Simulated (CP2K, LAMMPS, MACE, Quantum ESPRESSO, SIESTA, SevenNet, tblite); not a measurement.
# Bulk modulus two ways: Zn21Cd9Te14Se16 with crystalline order left by the classical run (60 atoms), CP2K double zeta, PBEsol

The cell holds 60 atoms (21 Zn, 9 Cd, 14 Te and 16 Se). Recipe: 60 atoms (21 Zn, 9 Cd, 14 Te, 16 Se) placed at random at 5.25 g/cm³, melted at 2500 K for 10 ps at fixed volume with the Stillinger-Weber II-VI potential (Zhou et al., Phys. Rev. B 88, 085309 (2013)). Quenched from 2500 K to 300 K at 10 K/ps and fixed volume, annealed at 900 K for 20 ps, held 5 ps, then minimised at fixed cell. Then the atoms were relaxed with MACE MP-0b3 medium in the fixed cell.

Calculated with CP2K 2026.2: PBEsol; DZVP-MOLOPT-SR, GTH-PBE potentials, 800 Ry; k-points Γ. The cell is scaled evenly by ±3 % in volume, and MACE MP-0b3 medium relaxes the atoms at each volume before the single point.

```
volume (Å³/atom)  energy less the middle row's (meV/atom)  pressure (GPa)
          27.790                                    5.411           0.849
          28.649                                    0.000          -0.163
          29.509                                    2.386          -1.095
```

**Question.** Find the bulk modulus at the middle volume from the pressures and from the energies, and check the printed pressure against the slope of the energy (1 meV/Å³ = 0.16022 GPa).

**Working.**

The step is h = 0.8595 Å³. From pressures: B = −V dP/dV = 28.649 × (0.849 − (-1.095)) / (2 × 0.8595) = 32.4 GPa.

From energies: B = V d²E/dV² = 28.649 × (5.411 + (2.386)) / 0.8595² = 302.4 meV/Å³ = 48.4 GPa.

Slope: P = −dE/dV = −(2.386 − (5.411)) / (2 × 0.8595) = 1.76 meV/Å³ = 0.28 GPa, against -0.16 GPa printed.

The modulus from energies lies 50 % over that from pressures.

A central difference over ±3 % overstates P by about B(1 + B′)(0.03)²/6, some 0.02 GPa for B′ = 4, which is small against the gap found. The atoms follow MACE MP-0b3 medium, so this level's forces do work along the path, which enters the energies but not the printed pressures.

Limits: three points, a static cell at zero temperature, the cell shape held.

[Logs are printed without paths, hosts, clocks, repeated set-up lines and the standing remarks that a program may print on its own settings, such as how far it seeks lower states.]

[Hosts, paths, dates, database ids (printed as entryN), source tags and the programs' standing remarks are cut or masked in the printed files.]
